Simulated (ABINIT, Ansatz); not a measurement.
## AlBO3 (R-3c): one start, several treatments of the self-energy

Aim: compare treatments of exchange, screening and correlation for the gap of AlBO3 (R-3c).

Program: ABINIT 10.8.3. Level of theory: PBEsol and many-body steps on it, plane waves. Results are calculated unless marked as measured.

### Step 1. The structure

It takes space group R-3c (No. 167, trigonal). Conventional cell: a = 4.464 Å, b = 4.464 Å, c = 13.745 Å, α = 90.00°, β = 90.00°, γ = 120.00°. Nearest to Al lie 6 O at 1.92 Å. Nearest to B lie 3 O at 1.38 Å. Nearest to O lie 1 B at 1.38 Å and 2 Al at 1.92 Å. Farther neighbours and most contacts between anions are not listed.

The cell and positions come from the Crystallography Open Database and are kept as given unless a step says otherwise.

### Step 2. Empty states on the mesh, 4×4×4 mesh, 267 bands

This step: ABINIT 10.8.3; DFT, PBEsol, plane waves, norm-conserving pseudopotentials.

The sums over transitions need many empty states on a uniform mesh; this step solves for them.

run.abi reads:

```
acell 3*1.0 Angstrom
rprim 
  2.231899999996 1.288588065802 4.581666666700
  -2.231899999996 1.288588065802 4.581666666700
  0.000000000000 -2.577176131604 4.581666666700
ntypat 3
znucl 13 5 8
natom 10
typat 1 1 2 2 3 3 3 3 3 3
xred 
  0.000000000000 -0.000000000000 -0.000000000000
  0.500000000000 0.500000000000 0.500000000000
  0.250000000000 0.250000000000 0.250000000000
  0.750000000000 0.750000000000 0.750000000000
  0.940980000000 0.559020000000 0.250000000000
  0.250000000000 0.940980000000 0.559020000000
  0.559020000000 0.250000000000 0.940980000000
  0.059020000000 0.440980000000 0.750000000000
  0.750000000000 0.059020000000 0.440980000000
  0.440980000000 0.750000000000 0.059020000000
pp_dirpath "pseudos"
pseudos "Al.upf, B.upf, O.upf"
ecut 36
ngkpt 4 4 4
nshiftk 1
shiftk 0 0 0
kptopt 1
chksymbreak 0
irdden 1
istwfk *1
nband 267
prtvol 0
optdriver 6
gwr_task "HDIAGO"
paral_kgb 0
occopt 1
indata_prefix "in"
outdata_prefix "out"
tmpdata_prefix "tmp"
```

Started as:

```
OMP_NUM_THREADS=1 mpirun -n 8 abinit run.abi > log
```

What it wrote:

```text
.Version 10.8.3 of ABINIT. v10.8.2 released Aug 2026.

 Symmetries : space group R-3 c (#167); Bravais hR (rhombohedral)
[... echo of the input left out ...]
== DATASET  1 ==================================================================
-   mpi_nproc: 8, omp_nthreads: 1 (-1 if OMP is not activated)

--- !DatasetInfo
iteration_state: {dtset: 1, }
dimensions: {natom: 10, nkpt: 13, mband: 267, nsppol: 1, nspinor: 1, nspden: 1, mpw: 5535, }
cutoff_energies: {ecut:  36.0, pawecutdg:  -1.0, }
[...]
Indirect band gap semiconductor
 Fundamental gap:     5.828 (eV)
   VBM:     4.926 (eV) at k: [ 0.0000E+00,  0.0000E+00,  0.0000E+00]
   CBM:    10.754 (eV) at k: [ 2.5000E-01,  2.5000E-01,  2.5000E-01]
 Direct gap:         6.027 (eV) at k: [ 2.5000E-01,  2.5000E-01,  2.5000E-01]

== END DATASET(S) ==============================================================
================================================================================

 -outvars: echo values of variables after computation  --------
           etotal      0.0000000000E+00
            nband         267
             nkpt          13
          spgroup         167
 [... the other variables as echoed above ...]

 Calculation completed.
```

It took 4.2 min on 8 MPI ranks of Arm Neoverse V1, shared host; peak memory 13 GiB.

This step gave:

```yaml
gap: 5.828 eV
k_of_the_valence_top: 0, 0, 0
k_of_the_conduction_bottom: 0.25, 0.25, 0.25
least_direct_gap: 6.027 eV
k_points_computed: 13
lowest_point_of_the_top_converged_band_above_the_valence_top: 108.7440 eV
```

On this mesh the gap is 5.828 eV.

The density comes from a self-consistent run that is not shown.

### Step 3. Screening, 4×4×4 mesh, 120 bands, screening to 141.5 eV

The RPA dielectric matrix is built and inverted for each q.

This step: RPA screening on PBEsol, plane waves, norm-conserving pseudopotentials.

Edit run.abi of step 2 so:

```diff
@@ -28,10 +28,11 @@
 chksymbreak 0
-irdden 1
 istwfk *1
-nband 267
-prtvol 0
-optdriver 6
-gwr_task "HDIAGO"
-paral_kgb 0
 occopt 1
+irdwfk 1
+optdriver 3
+nband 120
+ecuteps 5.2
+inclvkb 2
+awtr 1
+symchi 1
 indata_prefix "in"
```

What it wrote:

```text
.Version 10.8.3 of ABINIT. v10.8.2 released Aug 2026.

 Symmetries : space group R-3 c (#167); Bravais hR (rhombohedral)
[... echo of the input left out ...]
== DATASET  1 ==================================================================
-   mpi_nproc: 8, omp_nthreads: 1 (-1 if OMP is not activated)

--- !DatasetInfo
iteration_state: {dtset: 1, }
dimensions: {natom: 10, nkpt: 13, mband: 120, nsppol: 1, nspinor: 1, nspden: 1, mpw: 5535, }
cutoff_energies: {ecut:  36.0, pawecutdg:  -1.0, }
electrons: {nelect:   4.80000000E+01, charge:   0.00000000E+00, occopt:   1.00000000E+00, tsmear:   1.00000000E-02, }

 SCREENING: Calculation of the susceptibility and dielectric matrices

 Based on a program developped by R.W. Godby, V. Olevano, G. Onida, and L. Reining.
 Incorporated in ABINIT by V. Olevano, G.-M. Rignanese, and M. Torrent.
.Using double precision arithmetic ; gwpc =  8

[... cell and pseudopotentials left out ...]
--------------------------------------------------------------------------------

 ==== K-mesh for the wavefunctions ====
 Number of points in the irreducible wedge :    13
[... list of points left out ...]
 Together with 12 symmetry operations and time-reversal symmetry
 yields    64 points in the full Brillouin Zone.

 ==== Q-mesh for the screening function ====
 Number of points in the irreducible wedge :    13
[... list of points left out ...]
 Together with 12 symmetry operations and time-reversal symmetry
 yields    64 points in the full Brillouin Zone.

 setmesh: FFT mesh size selected  =    40x   40x   40
          total number of points  =        64000

 vcoul_init : cutoff-mode = AUXILIARY_FUNCTION
 q-points for optical limit:   1
     1)      0.000010    0.000020    0.000030

- screening: taking advantage of time-reversal symmetry
- Maximum band index for partially occupied states nbvw = 24
- Remaining bands to be divided among processors   nbcw = 96
- Number of bands treated by each node ~12

 Number of electrons calculated from density =   48.0000; Expected =   48.0000
 average of density, n =  0.089967
 r_s =    1.3844
 omega_plasma =   28.9332 [eV]

 calculating chi0 at frequencies [eV] :
  1    0.000000E+00    0.000000E+00
  2    0.000000E+00    2.893318E+01

--------------------------------------------------------------------------------
  q-point number  1        q = ( 0.000000, 0.000000, 0.000000) [r.l.u.]
--------------------------------------------------------------------------------
[... chi0 elements left out ...]
 For q-point:  0.000010 0.000020 0.000030
  dielectric constant =   3.0427
  dielectric constant without local fields =   3.2953

  Average fulfillment of the sum rule on Im[epsilon] for q-point    1 :     56.08  [%]
[... wings left out ...]
  q-point number  2        q = ( 0.250000, 0.000000, 0.000000) [r.l.u.]
--------------------------------------------------------------------------------
[... chi0 elements left out ...]
  Average fulfillment of the sum rule on Im[epsilon] for q-point    2 :     67.59  [%]

 [... 11 further q-points ...]
```

Run time: 3.4 min. Hardware: 8 MPI ranks; peak memory 5.1 GiB.

Numbers from this step:

```
ε∞ with local fields, on this mesh, along the program's q direction : 3.043
the same without local fields                                       : 3.295
plasma frequency                                                    : 28.93 eV
plane waves in the screening matrix                                 : 291
```

Local fields lower ε∞ by 8 %.

### Step 4. G0W0, Godby-Needs plasmon pole

The self-energy is evaluated for the states that the input lists, and the levels follow from it, in one-shot runs by the linearised quasiparticle equation.

This step: G0W0 on PBEsol, plane waves, norm-conserving pseudopotentials.

Edit run.abi of step 3 so:

```diff
@@ -31,8 +31,17 @@
 irdwfk 1
-optdriver 3
+optdriver 4
 nband 120
+gwcalctyp 0
+ecutsigx 36
+symsigma 1
+nkptgw 2
+kptgw 
+  0.0000000000 0.0000000000 0.0000000000
+  0.2500000000 0.2500000000 0.2500000000
+bdgw 
+  23 26
+  23 26
 ecuteps 5.2
-inclvkb 2
-awtr 1
-symchi 1
+irdscr 1
+ppmodel 1
 indata_prefix "in"
```

What it wrote:

```text
.Version 10.8.3 of ABINIT. v10.8.2 released Aug 2026.

 Symmetries : space group R-3 c (#167); Bravais hR (rhombohedral)
[... echo of the input left out ...]
== DATASET  1 ==================================================================
-   mpi_nproc: 8, omp_nthreads: 1 (-1 if OMP is not activated)

--- !DatasetInfo
iteration_state: {dtset: 1, }
dimensions: {natom: 10, nkpt: 13, mband: 120, nsppol: 1, nspinor: 1, nspden: 1, mpw: 5535, }
cutoff_energies: {ecut:  36.0, pawecutdg:  -1.0, }
electrons: {nelect:   4.80000000E+01, charge:   0.00000000E+00, occopt:   1.00000000E+00, tsmear:   1.00000000E-02, }

 SIGMA: Calculation of the GW corrections

 Based on a program developped by R.W. Godby, V. Olevano, G. Onida, and L. Reining.
 Incorporated in ABINIT by V. Olevano, G.-M. Rignanese, and M. Torrent.
.Using double precision arithmetic ; gwpc =  8

[... cell and pseudopotentials left out ...]
--------------------------------------------------------------------------------

 ==== K-mesh for the wavefunctions ====
 Number of points in the irreducible wedge :    13
[... list of points left out ...]
 Together with 12 symmetry operations and time-reversal symmetry
 yields    64 points in the full Brillouin Zone.

 ==== Q-mesh for screening function ====
 Number of points in the irreducible wedge :    13
[... list of points left out ...]
 Together with 12 symmetry operations and time-reversal symmetry
 yields    64 points in the full Brillouin Zone.

 vcoul_init : cutoff-mode = AUXILIARY_FUNCTION
 q-points for optical limit:   1
     1)      0.000010    0.000020    0.000030
 setmesh: FFT mesh size selected  =    54x   54x   54
          total number of points  =       157464

 Number of electrons calculated from density =   48.0000; Expected =   48.0000
 average of density, n =  0.089967
 r_s =    1.3844
 omega_plasma =   28.9332 [eV]

 === KS Band Gaps ===
  >>>> For spin  1
   Minimum direct gap =   6.0269 [eV], located at k-point      :   0.2500  0.2500  0.2500
   Fundamental gap    =   5.8278 [eV], Top of valence bands at :   0.0000  0.0000  0.0000
                                       Bottom of conduction at :   0.2500  0.2500  0.2500
 SIGMA fundamental parameters:
 PLASMON POLE MODEL  1
 number of plane-waves for SigmaX                 5519
 number of plane-waves for SigmaC and W            291
 number of plane-waves for wavefunctions          5519
 number of bands                                   120
 number of independent spin polarizations            1
 number of spinorial components                      1
 number of k-points in IBZ                          13
 number of q-points in IBZ                          13
 number of symmetry operations                      12
 number of k-points in BZ                           64
 number of q-points in BZ                           64
 number of frequencies for dSigma/dE                 9
 frequency step for dSigma/dE [eV]                0.25
 number of omega for Sigma on real axis              0
 max omega for Sigma on real axis  [eV]           0.00
 zcut for avoiding poles [eV]                     0.10

 EPSILON^-1 parameters (SCR file):
 dimension of the eps^-1 matrix on file            291
 dimension of the eps^-1 matrix used               291
 number of plane-waves for wavefunctions          5519
 number of bands                                   120
 number of q-points in IBZ                          13
 number of frequencies                               2
 number of real frequencies                          1
 number of imag frequencies                          1

 matrix elements of self-energy operator (all in [eV])

 Perturbative Calculation

--- !SelfEnergy_ee
iteration_state: {dtset: 1, }
kpoint     : [   0.000,    0.000,    0.000, ]
spin       : 1
KS_gap     :    6.058
QP_gap     :    8.802
Delta_QP_KS:    2.743
data: !SigmaeeData |
     Band     E0 <VxcDFT>   SigX SigC(E0)      Z dSigC/dE  Sig(E)    E-E0       E
       23   4.926 -20.480 -26.336   4.653   0.816  -0.226 -21.461  -0.981   3.945
       24   4.926 -20.480 -26.336   4.653   0.816  -0.226 -21.461  -0.981   3.945
       25  10.984 -12.929  -7.175  -3.677   0.849  -0.178 -11.166   1.762  12.747
       26  11.375 -14.127  -8.905  -3.552   0.853  -0.173 -12.703   1.424  12.799

--- !SelfEnergy_ee
iteration_state: {dtset: 1, }
kpoint     : [   0.250,    0.250,    0.250, ]
spin       : 1
KS_gap     :    6.027
QP_gap     :    8.652
Delta_QP_KS:    2.625
data: !SigmaeeData |
     Band     E0 <VxcDFT>   SigX SigC(E0)      Z dSigC/dE  Sig(E)    E-E0       E
       23   4.727 -20.335 -26.211   4.637   0.816  -0.225 -21.347  -1.011   3.715
       24   4.727 -20.335 -26.211   4.637   0.816  -0.225 -21.347  -1.011   3.715
       25  10.754 -11.869  -6.133  -3.848   0.855  -0.170 -10.256   1.613  12.367
       26  12.448 -15.211  -9.690  -3.519   0.845  -0.183 -13.520   1.691  14.139

== END DATASET(S) ==============================================================
================================================================================

 -outvars: echo values of variables after computation  --------
           etotal      0.0000000000E+00
            nband         120
             nkpt          13
          spgroup         167
 [... the other variables as echoed above ...]

 Calculation completed.
```

Elapsed: 14 s, on 8 MPI ranks; peak memory 3 GiB; 1.8 min of CPU time.

Numbers from this step:

* G0W0 gap on the points computed: 8.422 eV
* starting gap on the mesh: 5.828 eV
* k of the valence top: 0, 0, 0
* k of the conduction bottom: 0.25, 0.25, 0.25
* Z at the valence top: 0.816
* Z at the conduction bottom: 0.855
* least direct G0W0 gap on the computed points: 8.652 eV

The gap on the mesh goes from 5.83 eV to 8.42 eV, a correction of +2.59 eV.

### Step 5. G0W0, von der Linden-Horsch plasmon pole

Edit run.abi of step 4 so:

```diff
@@ -45,3 +45,3 @@
 irdscr 1
-ppmodel 1
+ppmodel 3
 indata_prefix "in"
```

What it wrote:

```text
.Version 10.8.3 of ABINIT. v10.8.2 released Aug 2026.

 Symmetries : space group R-3 c (#167); Bravais hR (rhombohedral)
[... echo of the input left out ...]
== DATASET  1 ==================================================================
-   mpi_nproc: 8, omp_nthreads: 1 (-1 if OMP is not activated)

--- !DatasetInfo
iteration_state: {dtset: 1, }
dimensions: {natom: 10, nkpt: 13, mband: 120, nsppol: 1, nspinor: 1, nspden: 1, mpw: 5535, }
cutoff_energies: {ecut:  36.0, pawecutdg:  -1.0, }
electrons: {nelect:   4.80000000E+01, charge:   0.00000000E+00, occopt:   1.00000000E+00, tsmear:   1.00000000E-02, }

 SIGMA: Calculation of the GW corrections

 Based on a program developped by R.W. Godby, V. Olevano, G. Onida, and L. Reining.
 Incorporated in ABINIT by V. Olevano, G.-M. Rignanese, and M. Torrent.
.Using double precision arithmetic ; gwpc =  8

[... cell and pseudopotentials left out ...]
--------------------------------------------------------------------------------

 ==== K-mesh for the wavefunctions ====
 Number of points in the irreducible wedge :    13
[... list of points left out ...]
 Together with 12 symmetry operations and time-reversal symmetry
 yields    64 points in the full Brillouin Zone.

 ==== Q-mesh for screening function ====
 Number of points in the irreducible wedge :    13
[... list of points left out ...]
 Together with 12 symmetry operations and time-reversal symmetry
 yields    64 points in the full Brillouin Zone.

 vcoul_init : cutoff-mode = AUXILIARY_FUNCTION
 q-points for optical limit:   1
     1)      0.000010    0.000020    0.000030
 setmesh: FFT mesh size selected  =    54x   54x   54
          total number of points  =       157464

 Number of electrons calculated from density =   48.0000; Expected =   48.0000
[...]
number of omega for Sigma on real axis              0
 max omega for Sigma on real axis  [eV]           0.00
 zcut for avoiding poles [eV]                     0.10

 EPSILON^-1 parameters (SCR file):
 dimension of the eps^-1 matrix on file            291
 dimension of the eps^-1 matrix used               291
 number of plane-waves for wavefunctions          5519
 number of bands                                   120
 number of q-points in IBZ                          13
 number of frequencies                               2
 number of real frequencies                          1
 number of imag frequencies                          1

 matrix elements of self-energy operator (all in [eV])

 Perturbative Calculation

--- !SelfEnergy_ee
iteration_state: {dtset: 1, }
kpoint     : [   0.000,    0.000,    0.000, ]
spin       : 1
KS_gap     :    6.058
QP_gap     :    8.883
Delta_QP_KS:    2.825
data: !SigmaeeData |
     Band     E0 <VxcDFT>   SigX SigC(E0)      Z dSigC/dE  Sig(E)    E-E0       E
       23   4.926 -20.480 -26.336   4.543   0.877  -0.141 -21.631  -1.150   3.775
       24   4.926 -20.480 -26.336   4.543   0.877  -0.141 -21.631  -1.150   3.775
       25  10.984 -12.929  -7.175  -3.893   0.900  -0.111 -11.255   1.674  12.658
[...]
--- !SelfEnergy_ee
iteration_state: {dtset: 1, }
kpoint     : [   0.250,    0.250,    0.250, ]
spin       : 1
KS_gap     :    6.027
QP_gap     :    8.688
Delta_QP_KS:    2.661
data: !SigmaeeData |
     Band     E0 <VxcDFT>   SigX SigC(E0)      Z dSigC/dE  Sig(E)    E-E0       E
[...]
25  10.754 -11.869  -6.133  -4.110   0.904  -0.106 -10.399   1.470  12.223
       26  12.448 -15.211  -9.690  -3.638   0.896  -0.116 -13.524   1.687  14.136

== END DATASET(S) ==============================================================
================================================================================

 -outvars: echo values of variables after computation  --------
           etotal      0.0000000000E+00
            nband         120
             nkpt          13
          spgroup         167
 [... the other variables as echoed above ...]

 Calculation completed.
```

It took 10 s on 8 MPI ranks; peak memory 2.8 GiB; 80 s of CPU time.

This step gave:

* G0W0 gap on the points computed: 8.448 eV
* starting gap on the mesh: 5.828 eV
* k of the valence top: 0, 0, 0
* k of the conduction bottom: 0.25, 0.25, 0.25
* Z at the valence top: 0.877
* Z at the conduction bottom: 0.904
* least direct G0W0 gap on the computed points: 8.688 eV

Against G0W0 in ABINIT (4×4×4 mesh, 120 bands, screening to 141.5 eV, Godby-Needs plasmon pole), the gap moves by +0.026 eV.

### Step 6. G0W0, Engel-Farid plasmon pole

Edit run.abi of step 5 so:

```diff
@@ -45,3 +45,3 @@
 irdscr 1
-ppmodel 3
+ppmodel 4
 indata_prefix "in"
```

What it wrote:

```text
.Version 10.8.3 of ABINIT. v10.8.2 released Aug 2026.

 Symmetries : space group R-3 c (#167); Bravais hR (rhombohedral)
[... echo of the input left out ...]
== DATASET  1 ==================================================================
-   mpi_nproc: 8, omp_nthreads: 1 (-1 if OMP is not activated)

--- !DatasetInfo
iteration_state: {dtset: 1, }
dimensions: {natom: 10, nkpt: 13, mband: 120, nsppol: 1, nspinor: 1, nspden: 1, mpw: 5535, }
cutoff_energies: {ecut:  36.0, pawecutdg:  -1.0, }
[...]
Band     E0 <VxcDFT>   SigX SigC(E0)      Z dSigC/dE  Sig(E)    E-E0       E
[...]
25  10.754 -11.869  -6.133  -3.963   0.867  -0.153 -10.332   1.537  12.291
       26  12.448 -15.211  -9.690  -3.578   0.859  -0.165 -13.543   1.668  14.117

== END DATASET(S) ==============================================================
================================================================================

 -outvars: echo values of variables after computation  --------
           etotal      0.0000000000E+00
            nband         120
             nkpt          13
          spgroup         167
 [... the other variables as echoed above ...]

 Calculation completed.
```

Wall time 10 s (8 MPI ranks); peak memory 2.8 GiB.

Numbers from this step:

```
G0W0 gap on the points computed              : 8.415 eV
starting gap on the mesh                     : 5.828 eV
k of the valence top                         : 0, 0, 0
k of the conduction bottom                   : 0.25, 0.25, 0.25
least direct G0W0 gap on the computed points : 8.649 eV
```

Against G0W0 in ABINIT (4×4×4 mesh, 120 bands, screening to 141.5 eV, Godby-Needs plasmon pole), the gap moves by −0.007 eV.

(Continued in part 2 of 2.)

[Paths, hosts, dates, memory and timing lines, banners, echoed tables and standing remarks are left out of the program output.]

[Logs are printed without paths, hosts, clocks, repeated set-up lines and the standing remarks that a program may print on its own settings, such as how far it seeks lower states.]

[Runs of the session that timed out or met a known fault of the program may be left out.]

[No measured gap is set beside runs whose start may be inverted or whose files or cutoffs have a known fault.]

[Hosts, paths, dates, database ids (printed as entryN), source tags and the programs' standing remarks are cut or masked in the printed files.]

[G0W0 gaps are taken among the corrected bands and points alone; a level outside them can change the order at an edge.]

[Where Ansatz stands beside ABINIT at settings called matched, ABINIT's density can come from a denser mesh and the files from another edition; pairs whose starting gaps differed by over 0.03 eV were left out, so agreement reads better than it is.]
